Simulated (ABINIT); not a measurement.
Entries from a set of simulations; values are calculated unless marked as measured.

```xyz
2
Lattice="0.000 2.810 2.810 2.810 0.000 2.810 2.810 2.810 0.000" Properties=species:S:1:pos:R:3 pbc="T T T" subject="Beyond one shot: NaCl (Fm-3m)" method="RPA screening on PBE from quasiparticle energies, plane waves, norm-conserving pseudopotentials (and 5 further levels or steps)" program="ABINIT 10.8.3" settings="cutoff 38 Ha, PseudoDojo scalar-relativistic 0.4.1 standard, norm-conserving, ngkpt (6, 6, 6), nband 124, ecuteps 6 Ha, gwcalctyp 10, inclvkb 2, shiftk (0, 0, 0), symchi 1, awtr 1, frequency ppm, cycle 1, q points all but q = 0, 6×6×6 k-mesh" cost="10 runs, 58 min in all on 8 MPI ranks of AMD EPYC 9R45, shared host" notes="The database entry behind the starting cell differs from other determinations of this structure. The cell and positions come from the Crystallography Open Database and are kept as given unless a step says otherwise. The first cycle of evGW0 takes the full correction, without the factor Z, so it overshoots the one-shot value." g0w0="8.051 eV" evgw0_cycle_1="8.668 eV" evgw0_cycle_2="8.466 eV" evgw0_cycle_3="8.480 eV" evgw0_cycle_4="8.479 eV" evgw_cycle_1="9.152 eV" known_limits="short of the basis limit"
Na    0.000    0.000    0.000
Cl    2.810    2.810    2.810
```

[Long decimals in the printed logs are rounded to 6 places.]

[Logs are printed without paths, hosts, clocks, repeated set-up lines and the standing remarks that a program may print on its own settings, such as how far it seeks lower states.]

[Paths, hosts, dates, memory and timing lines, banners, echoed tables and standing remarks are left out of the program output; an Ansatz launch command may be rebuilt from the run's recorded settings. Measured values are a selection of at most five: reports struck by readers or far from the other reports are left out. None is set beside runs whose start may be inverted or whose files or cutoffs have a known fault.]

[Runs of the session that timed out or met a known fault of the program may be left out.]

[Hosts, paths, dates, database ids (printed as entryN), source tags and the programs' standing remarks are cut or masked in the printed files.]

[G0W0 gaps are taken among the corrected bands and points alone; a level outside them can change the order at an edge.]

[Where Ansatz stands beside ABINIT at settings called matched, ABINIT's density can come from a denser mesh and the files from another edition; pairs whose starting gaps differed by over 0.03 eV were left out, so agreement reads better than it is.]
